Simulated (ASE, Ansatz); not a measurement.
**Structural relaxation of random rock-salt (Ti, Nb, Ta, Hf)C solid solution (64 atoms)**

Wanted: the relaxed structure of random rock-salt (Ti, Nb, Ta, Hf)C solid solution (64 atoms) and its electronic structure.

Method: Kohn-Sham DFT, PBE, PAW (set soft_2), plane waves, in Ansatz 0.2.0.

**1. The starting structure**

The cell holds 64 atoms: 11 Nb, 32 C, 3 Ti, 9 Hf and 9 Ta. Its edges and angles: a = 8.990 Å, b = 8.990 Å, c = 8.990 Å, α = 90.0°, β = 90.0°, γ = 90.0°. It derives from TiC and HfC, TaC and NbC. Rock-salt lattice (a = 4.495 Å, the mean of the end members), 2 x 2 x 2 cells, metal sites filled at random with 3 Ti, 11 Nb, 9 Ta, 9 Hf; every coordinate displaced by a Gaussian of 0.05 Å.

Limits known from the start: The host structure and its lattice constant were typed by rule, without a check against the phase diagram. The levels lack spin–orbit coupling, which is large for the heavy elements here.

**2. Single point at the start**

The forces at the start show how far the geometry lies from a minimum of this functional.

Contents of input.yaml:

```yaml
crystal:
  lattice:
    - [8.99, 0.0, 0.0]
    - [0.0, 8.99, 0.0]
    - [0.0, 0.0, 8.99]
  atoms:
    - { symbol: Nb, position: [0.00683, 0.99902, 0.00897] }
    - { symbol: C, position: [0.24983, 0.00371, 0.99754] }
    - { symbol: Ti, position: [0.99349, 0.2529, 0.24895] }
    - { symbol: C, position: [0.24481, 0.24973, 0.25257] }
    [... 54 atom lines left out ...]
    - { symbol: Nb, position: [0.4945, 0.74985, 0.73918] }
    - { symbol: C, position: [0.75041, 0.75431, 0.75272] }
    - { symbol: Nb, position: [0.74626, 0.49868, 0.75751] }
    - { symbol: C, position: [0.50677, 0.4976, 0.75084] }
    - { symbol: Hf, position: [0.74177, 0.7482, 0.50383] }
    - { symbol: C, position: [0.49471, 0.74273, 0.49198] }
kpoints:
  mp_grid: { grid: [2, 2, 2] }
hamiltonian:
  xc: pbe
scf:
  occupations: { method: fermi_dirac, width: 0.05 }
output:
  forces: true
  stress: true
  populations: true
  dos:
    method: { smearing: { sigma: 0.08 } }
    de: 0.1
    projected: { site_lists: { C: [C], Hf: [Hf], Nb: [Nb], Ta: [Ta], Ti: [Ti] } }
  eigenvalues: true
```

Command:

```
ansatz run input.yaml --threads 32 --pin off --max-ram 143360MiB --backend cuda --events-out ev --progress --plain --runs-dir out
```

Run time: 3.2 s. Hardware: 1 × NVIDIA GB200 with 32 threads of Arm Neoverse V2, shared host; peak memory 2.4 GiB.

That memory is the host's; the program planned up to 24 GiB on the GPU. Forces of this run were stored rounded, and per-atom blocks of the log weren't kept.

Read from the output:

```
free energy                             : -296525.6952 eV
free energy per atom                    : -4633.2140 eV/atom
SCF cycles                              : 9
pressure                                : 6.491 GPa
r.m.s. force component                  : 0.8634 eV/Å
longest force                           : 3.612 eV/Å
Fermi energy                            : 19.46 eV
levels partly filled by over 2 per cent : 65
spilling of the projection              : 0.002285
```

The r.m.s. force component of 0.86 eV/Å and the pressure of 6.5 GPa set the starting point.

Length of the force by element:

```
element  coordination  atoms  mean length of the force (eV/Å)  spread  least   most
      C           all     32                             1.27   0.569  0.375   2.28
     Hf           all      9                             2.06   0.653   1.42   3.61
     Nb           all     11                             1.27   0.360  0.530   1.92
     Ta           all      9                             1.28   0.663  0.546   2.46
     Ti           all      3                            0.596   0.148  0.417  0.779
```

**3. Relaxation**

The atoms are relaxed in the fixed cell, aiming at the force tolerance of the input.

input.yaml, the sections that differ from step 2:

```yaml
output:
  forces: true
relax:
  f_tol: 0.03
  max_steps: 200
# crystal, kpoints, hamiltonian, scf: as in step 2
```

Run time: 11 s. Hardware: 1 × NVIDIA GB200 with 32 threads; peak memory 1.6 GiB.

That memory is the host's; the program planned up to 20.6 GiB on the GPU.

Relaxation path:

```
step  energy less that of the first step (eV)  largest force component (eV/Å)
   1                                   0.0000                          3.1744
   2                                  -2.8323                          1.6188
   3                                  -4.2149                          0.3513
   4                                  -4.2505                          0.4053
   5                                  -4.3193                          0.2255
   6                                  -4.3493                          0.1364
   7                                  -4.3013                          0.5795
   8                                  -4.3678                          0.0750
   9                                  -4.3703                          0.0860
  10                                  -4.3731                          0.0425
  11                                  -4.3742                          0.0224
```

Relaxation step 7 was tried and not accepted.

The atoms that moved most (Å):

```
atom      dx      dy      dz  length
 Nb1  -0.096   0.099  -0.133   0.191
  C8   0.130   0.053  -0.108   0.177
 C46  -0.124   0.037  -0.114   0.173
Ta51  -0.107   0.121  -0.045   0.168
Nb59   0.041   0.099   0.128   0.167
Nb39   0.157   0.038  -0.029   0.164
Hf29  -0.026   0.094   0.129   0.162
 C36   0.150  -0.009   0.017   0.152
```

The relaxation changed the energy by -68.3 meV/atom, and atoms moved by 0.10 Å r.m.s., 0.19 Å at most.

**4. Structure statistics after relaxation**

Bonds before and after, by the cutoffs listed below:

```
pair  bonds before  bonds after  mean before (Å)  mean after (Å)  spread before (Å)  spread after (Å)
C-Nb            66           66            2.241           2.256              0.067             0.054
C-Hf            54           54            2.257           2.262              0.078             0.022
C-Ta            54           54            2.255           2.234              0.075             0.043
C-Ti            18           18            2.245           2.225              0.054             0.047
```

Density 10.9 g/cm³, 11.35 Å³ an atom.

Pair distribution functions g(r), in bins of 0.2 Å:

```
r (Å)  total   C-C  C-Nb   C-Hf  C-Ta  C-Ti  Nb-Nb
 2.10   0.67  0.00  1.57   0.00  2.14  1.97   0.00
 2.30   4.71  0.00  9.09  10.62  8.77  9.00   0.00
 2.50   0.00  0.00  0.00   0.00  0.00  0.00   0.00
 2.70   0.00  0.00  0.00   0.00  0.00  0.00   0.00
 2.90   0.00  0.00  0.00   0.00  0.00  0.00   0.00
 3.10   3.52  7.76  0.00   0.00  0.00  0.00   6.97
 3.30   1.85  2.98  0.00   0.00  0.00  0.00   3.16
 3.50   0.00  0.00  0.00   0.00  0.00  0.00   0.00
 3.70   0.04  0.00  0.12   0.00  0.14  0.00   0.00
 3.90   2.33  0.00  4.55   4.76  4.64  4.79   0.00
 4.10   0.02  0.00  0.10   0.00  0.00  0.00   0.00
 4.30   0.07  0.00  0.00   0.00  0.00  0.00   0.25
 4.50   1.21  2.68  0.00   0.00  0.00  0.00   0.47
 4.70   0.05  0.00  0.00   0.00  0.00  0.00   0.22
 4.90   1.19  0.00  3.10   1.67  2.20  2.31   0.00
 5.10   3.11  0.00  5.48   6.90  6.36  6.28   0.00
 5.30   0.09  0.00  0.00   0.00  0.00  0.00   0.67
 5.50   3.35  7.15  0.00   0.00  0.00  0.00   5.21
 5.70   0.13  0.00  0.00   0.00  0.00  0.00   1.66
 5.90   0.00  0.00  0.00   0.00  0.00  0.00   0.00
 6.10   0.00  0.00  0.00   0.00  0.00  0.00   0.00
 6.30   1.11  2.53  0.00   0.00  0.00  0.00   1.69
 6.50   0.22  0.15  0.00   0.00  0.00  0.00   1.14
 6.70   2.65  0.00  4.95   5.76  5.28  5.45   0.00
 6.90   0.37  0.00  1.02   0.22  0.69  0.52   0.20
 7.10   2.08  4.29  0.00   0.00  0.00  0.00   3.58
 7.30   0.24  0.00  0.77   0.04  0.35  0.44   0.18
 7.50   1.74  0.00  3.13   3.87  3.55  3.46   0.00
```

Bonds by pair of elements; cutoffs follow the first minimum of g(r), held within bounds set by covalent radii, and pairs that aren't listed don't count as bonded (cutoffs were set anew for this text, so counts can differ from the run's own analysis):

```
pair A-B  cutoff (Å)  bonds  mean length (Å)  spread (Å)  shortest (Å)  B about A  A about B
    C-Nb        2.77     66             2.26       0.054          2.15       2.06          6
    C-Hf        2.68     54             2.26       0.022          2.22       1.69          6
    C-Ta        2.68     54             2.23       0.043          2.13       1.69          6
    C-Ti        2.68     18             2.23       0.047          2.13      0.562          6
```

How many atoms have how many bonded neighbours:

```
element  mean   6
      C     6  32
     Hf     6   9
     Nb     6  11
     Ta     6   9
     Ti     6   3
```

Bond angles, per cent of each kind in bins of 5°:

```
angle (°)  C-Nb-C  C-Hf-C  C-Ta-C  Hf-C-Nb  Nb-C-Ta
    85–90    41.2    34.1    39.3     41.2     31.0
    90–95    38.2    45.9    40.0     37.3     43.0
   95–100     0.6     0.0     0.7      0.0      0.0
  100–105     0.0     0.0     0.0      0.0      0.0
  105–110     0.0     0.0     0.0      0.0      0.0
  110–115     0.0     0.0     0.0      0.0      0.0
  115–120     0.0     0.0     0.0      0.0      0.0
  120–125     0.0     0.0     0.0      0.0      0.0
  125–130     0.0     0.0     0.0      0.0      0.0
  130–135     0.0     0.0     0.0      0.0      0.0
  135–140     0.0     0.0     0.0      0.0      0.0
  140–145     0.0     0.0     0.0      0.0      0.0
  145–150     0.0     0.0     0.0      0.0      0.0
  150–155     0.0     0.0     0.0      0.0      0.0
  155–160     0.0     0.0     0.0      0.0      0.0
  160–165     0.0     0.0     0.0      0.0      0.0
  165–170     0.0     0.0     0.0      0.0      0.0
  170–175     4.9     0.0     0.7      1.0      2.0
  175–180    15.2    20.0    19.3     20.6     24.0
```

Bond angles (no mean is given where the spread exceeds 20°):

```
  angle  count  mean (°)  spread (°)
 C-Nb-C    165         -           -
 C-Hf-C    135         -           -
 C-Ta-C    135         -           -
Hf-C-Nb    102         -           -
Nb-C-Ta    100         -           -
```

For some of the pairs, g(r) has its first main peak near 3.18 Å (C-C), 2.25 Å (C-Nb), 2.26 Å (C-Hf), 2.23 Å (C-Ta), 2.22 Å (C-Ti) and 3.14 Å (Nb-Nb). With the cutoffs above, all C atoms have 6, all Hf atoms have 6, all Nb atoms have 6 and all Ta atoms have 6 bonded neighbours.

**5. Single point at the relaxed geometry**

The electronic structure is read at the final geometry, in a run of its own.

Contents of input.yaml:

```yaml
crystal:
  lattice:
    - [8.99, 0.0, 0.0]
    - [0.0, 8.99, 0.0]
    - [0.0, 0.0, 8.99]
  atoms:
    - { symbol: Nb, position: [0.9961, 0.00999, 0.99421] }
    - { symbol: C, position: [0.24762, 0.99954, 0.99587] }
    - { symbol: Ti, position: [0.00042, 0.25011, 0.25199] }
    - { symbol: C, position: [0.24605, 0.25057, 0.24845] }
    [... 54 atom lines left out ...]
    - { symbol: Nb, position: [0.49908, 0.76091, 0.75339] }
    - { symbol: C, position: [0.75259, 0.74937, 0.74878] }
    - { symbol: Nb, position: [0.75483, 0.49378, 0.74957] }
    - { symbol: C, position: [0.50264, 0.49829, 0.74609] }
    - { symbol: Hf, position: [0.75197, 0.75018, 0.5008] }
    - { symbol: C, position: [0.50004, 0.74962, 0.4991] }
kpoints:
  mp_grid: { grid: [2, 2, 2] }
hamiltonian:
  xc: pbe
scf:
  occupations: { method: fermi_dirac, width: 0.05 }
output:
  forces: true
  stress: true
  populations: true
  dos:
    method: { smearing: { sigma: 0.08 } }
    de: 0.1
    projected: { site_lists: { C: [C], Hf: [Hf], Nb: [Nb], Ta: [Ta], Ti: [Ti] } }
  eigenvalues: true
  write_density: true
  write_potential: true
  volumetric_format: npy
  elf: true
```

Elapsed: 2.7 s, on 1 × NVIDIA GB200 with 32 threads; peak memory 2.3 GiB.

That memory is the host's; the program planned up to 24 GiB on the GPU.

Numbers from this run:

```
free energy                             : -296530.0694 eV
free energy per atom                    : -4633.2823 eV/atom
SCF cycles                              : 10
pressure                                : 4.861 GPa
r.m.s. force component                  : 0.00723 eV/Å
longest force                           : 0.02947 eV/Å
Fermi energy                            : 19.47 eV
levels partly filled by over 2 per cent : 39
spilling of the projection              : 0.002267
```

Löwdin charges by element (they lack the spilled electrons, 0.023 e an atom on average):

```
element  coordination  atoms  mean charge (e)  spread   least    most
      C           all     32           -0.718   0.033  -0.782  -0.643
     Hf           all      9            0.682  0.0132   0.663   0.704
     Nb           all     11            0.656  0.0314   0.618   0.709
     Ta           all      9            0.944  0.0369   0.887    1.00
     Ti           all      3             0.87  0.0115   0.856   0.884
```

Charge against the make-up of the first shell:

```
Nb neighbours of C  atoms  mean charge (e)
                 1      9           -0.752
                 2     13            -0.72
                 3      9            -0.69
                 4      1           -0.643
```

Density of states as counts of states in windows of 0.5 eV (from the Fermi level), total and some projections:

```
from (eV)  to (eV)  total   C p  Hf d
      -10     -9.5    2.3   0.0   0.1
     -9.5       -9    0.6   0.0   0.0
       -9       -8    0.0   0.0   0.0
       -8     -7.5    0.3   0.1   0.0
     -7.5       -7    1.0   0.4   0.1
       -7     -6.5    6.2   2.6   0.6
     -6.5       -6    8.0   3.7   0.7
       -6     -5.5   15.1   7.1   1.2
     -5.5       -5   13.8   7.2   1.0
       -5     -4.5   12.5   6.8   0.8
     -4.5       -4   39.3  19.6   3.2
       -4     -3.5   36.8  18.3   4.3
     -3.5       -3   27.2  12.7   3.5
       -3     -2.5   19.4  10.8   3.0
     -2.5       -2    4.9   1.7   0.8
       -2     -1.5    3.1   1.9   0.3
     -1.5       -1    8.0   4.6   0.7
       -1     -0.5    2.0   0.8   0.2
     -0.5        0   13.6   4.8   0.8
        0      0.5   13.4   4.6   1.6
      0.5        1    7.4   1.3   1.1
        1      1.5   10.6   1.6   1.3
      1.5        2   22.7   4.6   1.7
```

The curve was stored every 0.100 eV, coarse against its broadening of 0.08 eV, so these counts are rough.

Between -26 and -10 eV lie 187 more states.

The stored curve holds about 401 of the 658 electrons; the rest, give or take the few that broadening carries across the Fermi level, lie in deeper levels below its range.

Not all projections were asked for or kept, so they needn't add up to the total.

The levels nearest the highest filled one (over half full), pooled over k-points and spins:

```
level less the highest filled one (eV)  occupation
                               -0.0651        1.60
                               -0.0492        1.49
                               -0.0419        1.43
                               -0.0352        1.37
                               -0.0186        1.22
                                     0        1.04
                                0.0495       0.572
                                0.0598       0.491
                                0.0697       0.422
                                0.0814       0.349
                                0.0884       0.311
                                0.0907       0.299
```

Mean Löwdin charges: C -0.72, Hf +0.68, Nb +0.66, Ta +0.94, Ti +0.87 e. The charge on C changes by +0.032 e for each Nb neighbour that takes the place of another kind, on average.

**6. Results**

```
energy change in the relaxation                      : -68.35 meV/atom
r.m.s. displacement                                  : 0.105 Å
largest displacement                                 : 0.191 Å
free energy per atom                                 : -4633.2823 eV/atom
density                                              : 10.94 g/cm³
pressure                                             : 4.861 GPa
r.m.s. force component                               : 0.00723 eV/Å
wall time of the 4 DFT runs, those left out included : 20 s
```

**Reading.** Relaxation lowers the energy by 68.3 meV/atom and moves atoms by 0.10 Å r.m.s.; the r.m.s. force component goes from 0.86 to 0.0072 eV/Å, the pressure goes from 6.5 to 4.9 GPa. By the final cutoffs no bond was broken or made. The r.m.s. move is of the size of the random displacements put into the start (0.087 Å r.m.s. in three dimensions). First to last step the energy falls by 4.374 eV; the largest move, 0.19 Å, is that of Nb1. The C-Ta bonds go from 2.255 Å (spread 0.075) to 2.234 Å (spread 0.043). With the cutoffs above, all C atoms have 6, all Hf atoms have 6, all Nb atoms have 6 and all Ta atoms have 6 bonded neighbours. 39 levels are partly filled, by over 2 % (on the run's k-points): no clear gap opens at this level.

**Limits.** The pressure of 4.9 GPa means that a free cell would grow at this level.

[Logs are printed without paths, hosts, clocks, repeated set-up lines and the standing remarks that a program may print on its own settings, such as how far it seeks lower states.]

[Hosts, paths, dates, database ids (printed as entryN), source tags and the programs' standing remarks are cut or masked in the printed files.]
